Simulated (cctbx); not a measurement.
## Solving a structure by charge flipping

Cell a = 9.3160 Å, b = 9.3160 Å, c = 9.3160 Å, α = 90.00°, β = 90.00°, γ = 90.00°; space group Im-3m (no. 229); content Pb8 Yb12 Ni24.

The data are simulated with cctbx, not measured: Mo Kα, λ = 0.71073 Å, to d = 0.65 Å, 70 % of the full sphere, strongest reflection 5000 counts, noise from counting, a 6 % proportional error and a noise floor of 15 counts (s.d.); no absorption.

2 earlier starts (other random phases, and plain and normalised amplitudes in turn) led nowhere (symmetry correlation 0.93 and 0.91).

Charge flipping in P1 on normalised amplitudes to 0.65 Å, δ = 1.2 σ, 20 % of the reflections treated as weak, 600 cycles:

```text
cycle      R  skewness
    0  0.604     0.38
   50  0.223     6.31
  100  0.238     5.99
  150  0.234     5.91
  200  0.238     5.91
  250  0.238     5.80
  300  0.235     5.81
  350  0.235     5.84
  400  0.239     5.75
  450  0.239     5.70
  500  0.234     5.74
  550  0.246     5.75
origin shift          correlation  skewness
 0.230  0.773  0.206      0.927      0.62
 0.184  0.017  0.041      0.928      1.80
 0.186  0.517  0.542      0.920      1.32
 0.224  0.291  0.958      0.904      0.09
taken: symmetry correlation 0.928, skewness 1.80
peak      x       y       z  mult  height/sigma
Q1    0.2500  0.2500  0.2500    8     10.1
Q2    0.1014  0.1014  0.1014   16      5.1
Q3    0.0000  0.3453  0.3453   24      4.6
Q4    0.0000  0.0000  0.3025   12      4.5
Q5    0.1055  0.1805  0.1805   48      3.9
Q6    0.0000  0.0766  0.5000   24      2.7
Q7    0.0000  0.0000  0.1810   12      2.2
Q8    0.0000  0.0000  0.4313   12      2.2
```

The origin is taken among those within 0.04 of the best correlation, by the skewness of the map.

Run time: 5.9 s on 1 thread of Arm Neoverse V2, on a shared host, peak memory 0.08 GiB.

Q: Assign the peaks.

Heights follow Z only loosely here, so the multiplicities, which must add up to the content, decide. First model: Q1 = Pb1 (8 in the cell, height 10.1), Q3 = Ni1 (24 in the cell, height 4.6) and Q4 = Yb1 (12 in the cell, height 4.5). Against the true structure, Q1 is Pb, Q3 is Ni and Q4 is Yb; the other peaks are not atoms.

Least squares on F², isotropic:

```text
Rint 0.112, 183 unique reflections to 0.65 A
cycle     R1     wR2    GooF  max shift (A)
   1  0.2583  0.4984  14.579   0.14874
   2  0.0173  0.0324   0.949   0.00002
final R1 0.0173 wR2 0.0324 GooF 0.949  parameters 5  data/parameter 36.6
atom        x        y        z      Ueq    occ   su(xyz)  su(Uiso or U11)
Pb1    0.25000  0.25000  0.25000   0.0161  1.000  0.00000  0.0001
Ni1    0.00000  0.33401  0.33401   0.0297  1.000  0.00012  0.0003
Yb1    0.00000  0.00000  0.28994   0.0160  1.000  0.00006  0.0001
difference map: max 2.80 min -1.76 rms 0.49
Q1    0.0000  0.0000  0.0000    2    2.80  2.70 A from Yb1
Q2    0.0000  0.1549  0.1549   24    2.43  1.91 A from Yb1
Q3    0.0000  0.0708  0.0708   24    2.40  2.15 A from Yb1
Q4    0.1561  0.2892  0.2892   48    2.27  1.02 A from Pb1
Q5    0.1379  0.1379  0.2183   48    1.61  1.51 A from Pb1
```

Anisotropic refinement:

```text
Rint 0.112, 183 unique reflections to 0.65 A
cycle     R1     wR2    GooF  max shift (A)
   1  0.0172  0.0324   0.960   0.00060
   2  0.0160  0.0302   0.894   0.00000
final R1 0.0160 wR2 0.0302 GooF 0.894  parameters 9  data/parameter 20.3
atom        x        y        z      Ueq    occ   su(xyz)  su(Uiso or U11)
Pb1    0.25000  0.25000  0.25000   0.0161  1.000  0.00000  0.0001
Ni1    0.00000  0.33398  0.33398   0.0297  1.000  0.00011  0.0007
Yb1    0.00000  0.00000  0.28988   0.0160  1.000  0.00006  0.0002
difference map: max 2.96 min -1.84 rms 0.48
Q1    0.0000  0.0000  0.0000    2    2.96  2.70 A from Yb1
Q2    0.0000  0.1557  0.1557   24    2.54  1.91 A from Yb1
Q3    0.0000  0.0705  0.0705   24    2.34  2.15 A from Yb1
Q4    0.1590  0.2869  0.2869   48    2.33  0.98 A from Pb1
Q5    0.0000  0.0000  0.4149   12    1.66  1.17 A from Yb1
Q6    0.1439  0.1439  0.2201   48    1.62  1.43 A from Pb1
```

**Reading.** The refinement ends at R1 = 0.0160, wR2 = 0.0302, GooF = 0.89, with difference density between -1.84 and 2.96 e/Å³. Every site matches the true model in element, within 0.001 Å r.m.s., up to an allowed shift of origin.

True model:

| atom | mult. | x | y | z | Ueq (Å²) |
| --- | --- | --- | --- | --- | --- |
| Pb1 | 8 | 1/4 | 1/4 | 1/4 | 0.0161 |
| Yb1 | 12 | 0.7100 | 0 | 0 | 0.0159 |
| Ni1 | 24 | 1/2 | 0.1660 | 0.1660 | 0.0300 |

This is a model crystal, built by substitution and not relaxed, with assumed displacement parameters.

[Middle refinement cycles are left out of these outputs.]

[Logs are printed without paths, hosts, clocks, repeated set-up lines and the standing remarks that a program may print on its own settings, such as how far it seeks lower states.]
